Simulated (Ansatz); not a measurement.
# A hypothetical structure for Ga2HgSe2O2

This structure for Ga2HgSe2O2 is made up. Its elements were placed in a known structure type with a cell scaled to their sizes. What cell does the guess relax to, and how far off was it?

Calculated with Ansatz 0.2.0; DFT, r2SCAN, plane-wave PAW, files of the set soft_1, scalar-relativistic, no spin, cell and ions relaxed at zero pressure; PAW set soft_1, in the first sound run; inputs show where later runs differ.

**1. The starting structure**

Symmetry: C2, No. 5, monoclinic system. The conventional cell has a = 7.576 Å, b = 9.839 Å, c = 5.389 Å, α = 90.00°, β = 134.20°, γ = 90.00°. Hg has 2 O at 2.43 Å and 2 Se at 2.46 Å nearest. Nearest to Se lie 2 Ga at 2.28 Å and 1 Hg at 2.46 Å. Nearest to Ga lie 2 O at 2.13 Å and 2 Se at 2.28 Å. Nearest to Ga lie 2 O at 2.15 Å and 2 Se at 2.28 Å. O has 2 Ga at 2.13 to 2.15 Å and 1 Hg at 2.43 Å nearest. Farther neighbours and most contacts between anions are not listed.

**2. Relaxing cell and atoms**

The guessed cell has no reason to be at equilibrium. It is relaxed with the atoms, within the space group of the guess.

Input file input.yaml:

```yaml
crystal:
  lattice:
    - [3.788, -4.9195, 0.0]
    - [3.788, 4.9195, 0.0]
    - [-3.757022739, 0.0, 3.863431265]
  atoms:
    - { symbol: Hg, position: [0.9964, 0.0036, 0.0] }
    - { symbol: Se, position: [0.8602, 0.5926, 0.4685] }
    - { symbol: Se, position: [0.4074, 0.1398, 0.5315] }
    - { symbol: Ga, position: [0.4927, 0.5073, 0.0] }
    - { symbol: Ga, position: [0.2532, 0.7468, 0.5] }
    - { symbol: O, position: [0.5819, 0.8489, 0.9756] }
    - { symbol: O, position: [0.1511, 0.4181, 0.0244] }
kpoints:
  mp_grid: { grid: [6, 6, 7] }
scf:
  occupations: { method: fermi_dirac, width: 0.05 }
hamiltonian:
  xc: r2scan
  pseudopotentials: { kind: paw, azcp: { folder: soft_1 } }
relax:
  f_tol: 0.015
  max_steps: 70
  cell: {}
output:
  forces: true
  stress: true
```

Launch:

```console
$ ansatz run input.yaml --threads 4 --pin off --max-ram 10240MiB --backend cpu --events-out ev --progress --plain --runs-dir out
```

Numbers of over 12 decimals in the logs are rounded to 6 here.

Log:

```text
Engine: ansatz 0.2.0, aarch64-unknown-linux-gnu
Pseudopotentials: kind: paw
Pseudopotential: Hg, paw, valence charge 20, recommended cutoff 500 eV (meta_gga), soft_1/Hg.paw.azcp
Pseudopotential: Se, paw, valence charge 16, recommended cutoff 500 eV (meta_gga), soft_1/Se.paw.azcp
Pseudopotential: Ga, paw, valence charge 13, recommended cutoff 500 eV (meta_gga), soft_1/Ga.paw.azcp
Pseudopotential: O, paw, valence charge 6, recommended cutoff 500 eV (meta_gga), soft_1/O.paw.azcp
Functional definition: r2SCAN
  parameter k0 = 0.174
  parameter k1 = 0.065
  parameter a1 = 4.9479
  exchange = r2scan_x(k0 = k0, k1 = k1, a1 = a1)
  correlation = r2scan_c
Crystal: 7 atoms, lattice volume = 143.991 Å³
Basis set: ecut = 500 eV, 3655 PW (Γ), exchange–correlation on 192×192×160 points (64 copies of the dense FFT grid, shifted against one another)
Bands: 54, of which v1, the nominal top of the filled ones, is band 45 counted from 1 (44 counted from 0)
Symmetry: 2 space group operations
Space group: C2 (ITA 5), of the structure as read, at distance tolerance 5.2e-5 Å
k-points: 76 of 252 (time reversal used)
Non-local potential: Hg, projectors of the file, l = 0: 3, l = 1: 2, l = 2: 2, l = 3: 1
Non-local potential: Se, projectors of the file, l = 0: 2, l = 1: 2, l = 2: 3, l = 3: 1
Non-local potential: Ga, projectors of the file, l = 0: 2, l = 1: 2, l = 2: 3, l = 3: 1
Non-local potential: O, projectors of the file, l = 0: 2, l = 1: 2, l = 2: 1
PAW form: soft (Blöchl's): semilocal exchange-correlation on the pseudo side does not see the compensation charge
PAW frozen core: Hg, regenerated for the run's functional (the file was generated under x = pbe(κ = 0.804, μ = 0.219515), c = pbe(β = 0.066725))
PAW frozen core: Se, regenerated for the run's functional (the file was generated under x = pbe(κ = 0.804, μ = 0.219515), c = pbe(β = 0.066725))
PAW frozen core: Ga, regenerated for the run's functional (the file was generated under x = pbe(κ = 0.804, μ = 0.219515), c = pbe(β = 0.066725))
PAW frozen core: O, regenerated for the run's functional (the file was generated under x = pbe(κ = 0.804, μ = 0.219515), c = pbe(β = 0.066725))
PAW one-centre angular grid: Hg, 590 points (default); XC on 160 Gauss nodes
PAW one-centre angular grid: Se, 590 points (default); XC on 160 Gauss nodes
PAW one-centre angular grid: Ga, 590 points (default); XC on 160 Gauss nodes
PAW one-centre angular grid: O, 302 points (default); XC on 160 Gauss nodes
Initial density: superposition of atomic densities (chi_scale 0.1, normalization cell, long waves kept (reshape's long-wave potential 0.03 eV rms))
Initial wavefunctions: pseudopotential atomic-orbital guess
Functional: x = r2scan, c = r2scan; τ floored in thin density (d = 2e-4 eV/Å³)
SCF iter   1: F=—  HF=-33504.224746 eV  |F-HF|=—  |Δ(HF+E_count)|=         —  Δρ=7.33e-2  dr2=4.72e0  dr2_τ=5.60e-2  ethr=3.10e-3  ⟨swp⟩=6.0  Hψ=14724  notcnv=0  defer=2
preconditioner: auto → Resta (q_TF=auto, 2.523 Å⁻¹)  ε∞=3.6  [insulator: Δε(μ)=1.034 eV  Ē_g=15.107 eV  σ=0.050 eV  W_gap=1.00  n_scr=34 (ndim 8)  ℏωp=24.4 eV  f_vac=0.060  D(μ)=0.00/eV (n_scr^D=0)  ε∞_Penn≈3.6]
SCF iter   2: F=—  HF=-33503.387177 eV  |F-HF|=—  |Δ(HF+E_count)|=   8.38e-1  Δρ=3.38e-2  dr2=1.24e0  dr2_τ=1.16e-1  ethr=3.10e-3  ⟨swp⟩=3.0  Hψ=7788  notcnv=0  defer=247
SCF iter   3: F=—  HF=-33503.200704 eV  |F-HF|=—  |Δ(HF+E_count)|=   1.86e-1  Δρ=1.96e-2  dr2=3.38e-1  dr2_τ=3.66e-2  ethr=1.38e-3  ⟨swp⟩=2.3  Hψ=7459  notcnv=0  defer=178
automatic band count: iteration 3 solves 53 bands in place of 54: the levels show a gap, and the empty bands left out lie too high to hold charge; the band table lists the bands solved (type scf.n_extra_bands for more)
SCF iter   4: F=—  HF=-33503.160747 eV  |F-HF|=—  |Δ(HF+E_count)|=   4.00e-2  Δρ=3.06e-3  dr2=1.65e-2  dr2_τ=1.59e-3  ethr=3.75e-4  ⟨swp⟩=3.6  Hψ=6259  notcnv=0  defer=102
automatic band count: iteration 4 solves 52 bands in place of 53: the levels show a gap, and the empty bands left out lie too high to hold charge; the band table lists the bands solved (type scf.n_extra_bands for more)
SCF iter   5: F=—  HF=-33503.165625 eV  |F-HF|=—  |Δ(HF+E_count)|=   4.88e-3  Δρ=1.98e-3  dr2=3.55e-3  dr2_τ=1.44e-4  ethr=1.83e-5  ⟨swp⟩=2.1  Hψ=6805  notcnv=0  defer=112
SCF iter   6: F=—  HF=-33503.167212 eV  |F-HF|=—  |Δ(HF+E_count)|=   1.59e-3  Δρ=4.93e-4  dr2=4.50e-4  dr2_τ=4.31e-5  ethr=3.94e-6  ⟨swp⟩=2.0  Hψ=6956  notcnv=0  defer=112
SCF iter   7: F=—  HF=-33503.167093 eV  |F-HF|=—  |Δ(HF+E_count)|=   1.19e-4  Δρ=1.34e-4  dr2=2.47e-5  dr2_τ=1.20e-6  ethr=5.00e-7  ⟨swp⟩=2.0  Hψ=6964  notcnv=0  defer=112
SCF iter   8: F=—  HF=-33503.167195 eV  |F-HF|=—  |Δ(HF+E_count)|=   1.02e-4  Δρ=4.60e-5  dr2=2.65e-6  dr2_τ=7.39e-8  ethr=2.75e-8  ⟨swp⟩=2.0  Hψ=7332  notcnv=0  defer=112
SCF iter   9: F=—  HF=-33503.167197 eV  |F-HF|=—  |Δ(HF+E_count)|=   1.61e-6  Δρ=1.70e-5  dr2=4.07e-7  dr2_τ=2.73e-8  ethr=2.95e-9  ⟨swp⟩=2.0  Hψ=6970  notcnv=0  defer=112
SCF iter  10: F=-33503.167197 eV  HF=-33503.167197 eV  |F-HF|=4.26e-9  |Δ(HF+E_count)|=   2.17e-7  Δρ=4.43e-6  dr2=2.87e-8  dr2_τ=2.69e-9  ethr=1.11e-10  ⟨swp⟩=5.0  Hψ=14876  notcnv=0
SCF 1 converged in 10 iterations: F = -33503.167197 eV  dr2 = 2.87e-8
  greatest PAW one-centre occupation: 1.002 electrons in one spin orbital (limit 2), on the Hg atom at site 0 (counted from 0), in its partial waves of l = 0
relax step   1: F+E_penalty+E_count = -33503.16719686 eV  Δ(F+E_penalty+E_count) = +0.000e0 eV  max|allowed force component| = 4.059e0 eV/Å  Δτ_max = 0.0000 Å  P = -2.227 GPa  Ω = 143.991 Å³  (10 SCF iters, dr2 threshold 1.00e-7 eV, accepted)
Crystal: 7 atoms, lattice volume = 139.608 Å³
Basis set: ecut = 500 eV, 3535 PW (Γ), exchange–correlation on 192×192×160 points (64 copies of the dense FFT grid, shifted against one another)
Initial density: handed on by an earlier stage of this run
Initial wavefunctions: those handed on with the density
iter 1 solved again at ethr=4.84e-4 eV; its pass at ethr=3.10e-3 eV (dr2=4.36e-1 eV) is discarded
SCF iter   1: F=—  HF=-33504.260106 eV  |F-HF|=—  |Δ(HF+E_count)|=         —  Δρ=2.91e-2  dr2=4.40e-1  dr2_τ=4.66e0  ethr=4.84e-4  ⟨swp⟩=1.6  Hψ=17800  notcnv=0
automatic band count: iteration 1 solves 52 bands in place of 54: the levels show a gap, and the empty bands left out lie too high to hold charge; the band table lists the bands solved (type scf.n_extra_bands for more)
preconditioner: auto → Resta (q_TF=auto, 2.536 Å⁻¹)  ε∞=4.1  [insulator: Δε(μ)=0.662 eV  Ē_g=14.013 eV  σ=0.050 eV  W_gap=1.00  n_scr=34 (ndim 8)  ℏωp=24.7 eV  f_vac=0.103  D(μ)=0.00/eV (n_scr^D=0)  ε∞_Penn≈4.1]
[...]
relax step   3: F+E_penalty+E_count = -33505.30768687 eV  Δ(F+E_penalty+E_count) = -2.945e-1 eV  max|allowed force component| = 1.586e0 eV/Å  Δτ_max = 0.1993 Å  P = +5.113 GPa  Ω = 134.520 Å³  energy of the carried Pulay correction = +3.257e-3 eV  (8 SCF iters, dr2 threshold 7.00e-7 eV, accepted)
[... from here on, the SCF cycles and remarks between the steps are left out ...]
relax step   4: F+E_penalty+E_count = -33505.49208990 eV  Δ(F+E_penalty+E_count) = -1.844e-1 eV  max|allowed force component| = 3.205e-1 eV/Å  Δτ_max = 0.0532 Å  P = -0.595 GPa  Ω = 140.778 Å³  energy of the carried Pulay correction = +1.080e-3 eV  (8 SCF iters, dr2 threshold 7.00e-7 eV, accepted)
relax step   5: F+E_penalty+E_count = -33505.51390148 eV  Δ(F+E_penalty+E_count) = -2.181e-2 eV  max|allowed force component| = 1.241e-1 eV/Å  Δτ_max = 0.0168 Å  P = -0.124 GPa  Ω = 140.526 Å³  energy of the carried Pulay correction = +1.166e-3 eV  (6 SCF iters, dr2 threshold 7.00e-7 eV, accepted)
relax step   6: F+E_penalty+E_count = -33505.52095816 eV  Δ(F+E_penalty+E_count) = -7.057e-3 eV  max|allowed force component| = 8.790e-2 eV/Å  Δτ_max = 0.0203 Å  P = +0.075 GPa  Ω = 140.840 Å³  energy of the carried Pulay correction = +1.059e-3 eV  (6 SCF iters, dr2 threshold 7.00e-7 eV, accepted)
relax step   7: F+E_penalty+E_count = -33505.52277843 eV  Δ(F+E_penalty+E_count) = -1.820e-3 eV  max|allowed force component| = 5.386e-2 eV/Å  Δτ_max = 0.0358 Å  P = +0.048 GPa  Ω = 140.943 Å³  energy of the carried Pulay correction = +1.024e-3 eV  (7 SCF iters, dr2 threshold 4.83e-7 eV, accepted)
relax step   8: F+E_penalty+E_count = -33505.52437985 eV  Δ(F+E_penalty+E_count) = -1.601e-3 eV  max|allowed force component| = 4.971e-2 eV/Å  Δτ_max = 0.0361 Å  P = +0.074 GPa  Ω = 141.360 Å³  energy of the carried Pulay correction = +8.829e-4 eV  (7 SCF iters, dr2 threshold 1.81e-7 eV, accepted)
relax step   9: F+E_penalty+E_count = -33505.52478819 eV  Δ(F+E_penalty+E_count) = -4.083e-4 eV  max|allowed force component| = 3.407e-2 eV/Å  Δτ_max = 0.0269 Å  P = -0.031 GPa  Ω = 142.015 Å³  energy of the carried Pulay correction = +6.616e-4 eV  (7 SCF iters, dr2 threshold 1.54e-7 eV, accepted)
relax step  10: F+E_penalty+E_count = -33505.52478487 eV  Δ(F+E_penalty+E_count) = +3.318e-6 eV  max|allowed force component| = 9.349e-3 eV/Å  Δτ_max = 0.0068 Å  P = -0.006 GPa  Ω = 141.918 Å³  energy of the carried Pulay correction = +6.943e-4 eV  (6 SCF iters, dr2 threshold 7.26e-8 eV, rejected (line search))
relax step  11: F+E_penalty+E_count = -33505.52492369 eV  Δ(F+E_penalty+E_count) = -1.355e-4 eV  max|allowed force component| = 1.039e-2 eV/Å  Δτ_max = 0.0057 Å  P = +0.014 GPa  Ω = 141.965 Å³  energy of the carried Pulay correction = +6.782e-4 eV  (9 SCF iters, accepted)
Basis set: ecut = 500 eV, 3613 PW (Γ), exchange–correlation on 180×180×160 points (64 copies of the dense FFT grid, shifted against one another)
Initial wavefunctions: pseudopotential atomic-orbital guess (no wavefunctions were taken with the density)
iter 1 solved again at ethr=1.22e-7 eV; its pass at ethr=3.10e-3 eV (dr2=1.09e-4 eV) is discarded
SCF iter   1: F=—  HF=-33505.522977 eV  |F-HF|=—  |Δ(HF+E_count)|=         —  Δρ=4.56e-4  dr2=9.60e-6  dr2_τ=3.81e-5  ethr=1.22e-7  ⟨swp⟩=3.0  Hψ=26498  notcnv=0
preconditioner: auto → Resta (q_TF=auto, 2.529 Å⁻¹)  ε∞=3.8  [insulator: Δε(μ)=0.761 eV  Ē_g=14.692 eV  σ=0.050 eV  W_gap=1.00  n_scr=38 (ndim 8)  ℏωp=24.5 eV  f_vac=0.128  D(μ)=0.00/eV (n_scr^D=0)  ε∞_Penn≈3.8]
SCF iter   2: F=—  HF=-33505.524615 eV  |F-HF|=—  |Δ(HF+E_count)|=   1.64e-3  Δρ=2.31e-4  dr2=2.56e-6  dr2_τ=3.62e-5  ethr=1.07e-8  ⟨swp⟩=2.0  Hψ=6461  notcnv=0
SCF iter   3: F=—  HF=-33505.525046 eV  |F-HF|=—  |Δ(HF+E_count)|=   4.30e-4  Δρ=1.77e-5  dr2=2.73e-7  dr2_τ=7.60e-8  ethr=2.84e-9  ⟨swp⟩=2.0  Hψ=7449  notcnv=0
SCF iter   4: F=—  HF=-33505.525046 eV  |F-HF|=—  |Δ(HF+E_count)|=   3.30e-7  Δρ=3.98e-6  dr2=7.21e-9  dr2_τ=2.74e-9  ethr=3.03e-10  ⟨swp⟩=2.0  Hψ=6437  notcnv=0
SCF iter   5: F=—  HF=-33505.525046 eV  |F-HF|=—  |Δ(HF+E_count)|=   1.99e-8  Δρ=1.23e-6  dr2=8.72e-10  dr2_τ=2.28e-10  ethr=8.01e-12  ⟨swp⟩=2.0  Hψ=7524  notcnv=0
SCF iter   6: F=-33505.525046 eV  HF=-33505.525046 eV  |F-HF|=1.46e-11  |Δ(HF+E_count)|=   1.00e-9  Δρ=1.89e-7  dr2=5.18e-11  dr2_τ=7.18e-12  ethr=1.00e-12  ⟨swp⟩=3.0  Hψ=18685  notcnv=0
SCF 12 converged in 6 iterations: F = -33505.525046 eV  dr2 = 5.18e-11
relax step  12: F+E_penalty+E_count = -33505.52504595 eV  Δ(F+E_penalty+E_count) = -1.223e-4 eV  max|allowed force component| = 1.005e-2 eV/Å  Δτ_max = 0.0000 Å  P = +0.022 GPa  Ω = 141.965 Å³  stress off target by 2.79e-2 GPa  SCF on the basis re-selected at this cell (its energy is not comparable with the rows above)  (6 SCF iters)
basis re-selected at this cell: Δ(F+E_penalty+E_count) = -1.223e-4 eV, ΔP = +0.008 GPa vs the last step (what re-selecting the basis moved, of the pressure what is left beyond the Pulay correction that the steps carried, after the strain that the cell walked since its last selection, with what the two solves' SCF thresholds leave and, on support functions, any second-order correction that the steps lacked; it is no measure of the basis error at this ecutwfc). The dense FFT grid was sized anew with the basis: this SCF ran on 45×45×40 points, the steps before it on 48×48×40, so part of this shift can come from that change (see relax.cell in the input reference). [rest of the remark cut]
SCF converged after 6 iterations
Free energy (F): -33505.525046 eV
Harris-Foulkes:  -33505.525046 eV  (|F-HF|=1.46e-11)
Internal energy: -33505.525039 eV  (E = F + TS)
E sigma→0 (E₀):  -33505.525042 eV
Entropy (-TS):   -0.000007 eV (-0.001 meV/atom)
Fermi energy:    6.920940 eV
--- Per-component energies (eV) ---
  E_band       = -1524.228930
  E_kinetic    = 1356.117454
  E_local      = -12758.646863  (includes V_loc(G=0)·N_el)
  E_nonlocal   = -695.145102
  E_hartree    = 6568.244079
  E_xc         = -613.031974
  E_vxc        = -783.638491  (∫ρ·V_xc dr)
  E_paw        = -18620.156000  (= ΣΔE_a)
  E_vpaw       = -1826.917922  (= ΣTr[D̂ρ^β])
  E_aug_tail   = 0.000500  (compensation charges beyond the density's cutoff)
  E_vtau       = 47.513639  (kinetic-family band-sum trace: ∫τ·v_τ [+ j·A + Jᵃ·Aᵃ] dr)
  E_ewald      = -8737.858521
  E_core_change = -5.048613  (= ΣΔE_core)
  E_smearing   = -0.000007  (= −TS)
  E_closure    = -0.000000  (closes the sum)
  Σ components = -33505.525046   (vs F -33505.525046, Δ=0.00e0)
--- Forces (eV/Å), atoms counted from 1 ---
  atom   1  Hg     0.00000000    -0.00045910     0.00000000
  atom   2  Se     0.00465409    -0.00339032     0.00250692
  atom   3  Se    -0.00465409    -0.00339032    -0.00250692
  atom   4  Ga    -0.00000000    -0.00096715    -0.00000000
  atom   5  Ga    -0.00000000     0.01005329    -0.00000000
  atom   6  O     -0.00073276    -0.00091873     0.00080086
  atom   7  O      0.00073276    -0.00091873    -0.00080086
  max |Σ_I F_I| component: 8.96e-6 eV/Å
--- Stress (GPa, compression-positive) ---
        0.017331      -0.000000      -0.005674
       -0.000000       0.023343       0.000000
       -0.005667       0.000000       0.024828
  P = ⅓ Tr σ = 0.0218 GPa (0.218 kbar)
--- Relaxed structure (11 steps of the walk, 10 accepted, 1 SCFs on fresh bases) ---
  F+E_penalty+E_count = -33505.52504595 eV   max|allowed force component| = 1.005e-2 eV/Å   (the final SCF, on the basis selected at the relaxed cell)
  cell:  # Å, volume = 141.9654 Å³
    - [3.751737, -4.666623, 0.192259]
    - [3.751737, 4.666623, 0.192259]
    - [-3.524969, -3.3004449868804796e-17, 3.873677]
  atoms:
    - { symbol: Hg, position: [0.994222, 0.00577778, 0.0] }
    - { symbol: Se, position: [0.847333, 0.577543, 0.458387] }
    - { symbol: Se, position: [0.422457, 0.152667, 0.541613] }
    - { symbol: Ga, position: [0.466997, 0.533003, 0.0] }
    - { symbol: Ga, position: [0.269938, 0.730062, 0.500000] }
    - { symbol: O, position: [0.527275, 0.785322, 0.890947] }
    - { symbol: O, position: [0.214678, 0.472725, 0.109053] }
```

Run time: 5.9 min. Hardware: 4 threads of Arm Neoverse V1, shared host; peak memory 1.2 GiB.

The steps of the relaxation:

```tsv
step	energy less that of the first step (eV)	largest force component (eV/Å)	pressure (GPa)	volume (Å³)
1	0.0000	4.0589	-2.23	143.99
2	-1.8460	2.0222	-2.51	139.61
3	-2.1405	1.5856	5.11	134.52
4	-2.3249	0.3205	-0.60	140.78
5	-2.3467	0.1241	-0.12	140.53
6	-2.3538	0.0879	0.08	140.84
7	-2.3556	0.0539	0.05	140.94
8	-2.3572	0.0497	0.07	141.36
9	-2.3576	0.0341	-0.03	142.01
10	-2.3576	0.0093	-0.01	141.92
11	-2.3577	0.0104	0.01	141.97
12*	-2.3578	0.0101	0.02	141.97
```

Relaxation steps marked * repeat the geometry before them on a plane-wave basis chosen anew for their cell, so energy and pressure can jump there. Relaxation step 10 was tried and not accepted.

Forces are held to the 2 operations that the run works with; a distortion that breaks them can't arise in this run.

```tsv
cell as run	before	after	change
a (Å)	6.209	5.991	-3.5 %
b (Å)	6.209	5.991	-3.5 %
c (Å)	5.389	5.237	-2.8 %
α (°)	115.17	113.44	-1.5 %
β (°)	115.17	113.44	-1.5 %
γ (°)	104.81	102.33	-2.4 %
volume (Å³/atom)	20.57	20.28	-1.4 %
```

The atoms that moved most (Å, as changes of fractional coordinates times the final cell):

```tsv
atom	dx	dy	dz	length
O6	-0.145	-0.042	-0.351	0.382
O7	0.145	-0.042	0.351	0.382
Ga4	0.000	0.240	0.000	0.240
Ga5	0.000	-0.156	0.000	0.156
Se2	-0.069	-0.010	-0.045	0.083
Se3	0.069	-0.010	0.045	0.083
Hg1	0.000	0.020	0.000	0.020
```

This step gave:

```yaml
free_energy: -33505.5250 eV
fermi_energy: 6.921 eV
gap_by_band_count: 0.7610 eV
electrons: 90
symmetry_operations: 2
pressure: 0.02183 GPa
```

Shortest distances by pair of elements, guess and relaxed (not always the same contact):

```tsv
pair	guess (Å)	relaxed (Å)
Ga–O	2.126	1.833
Ga–Se	2.282	2.389
Hg–O	2.430	2.539
Hg–Se	2.460	2.581
O–O	3.452	3.176
```

The relaxation ends with a largest force component of 0.010 eV/Å and a pressure of 0.02 GPa.

(Part 1 of 2 ends here.)

[Logs are printed without paths, hosts, clocks, repeated set-up lines and the standing remarks that a program may print on its own settings, such as how far it seeks lower states.]

[Hosts, paths, dates, database ids (printed as entryN), source tags and the programs' standing remarks are cut or masked in the printed files.]
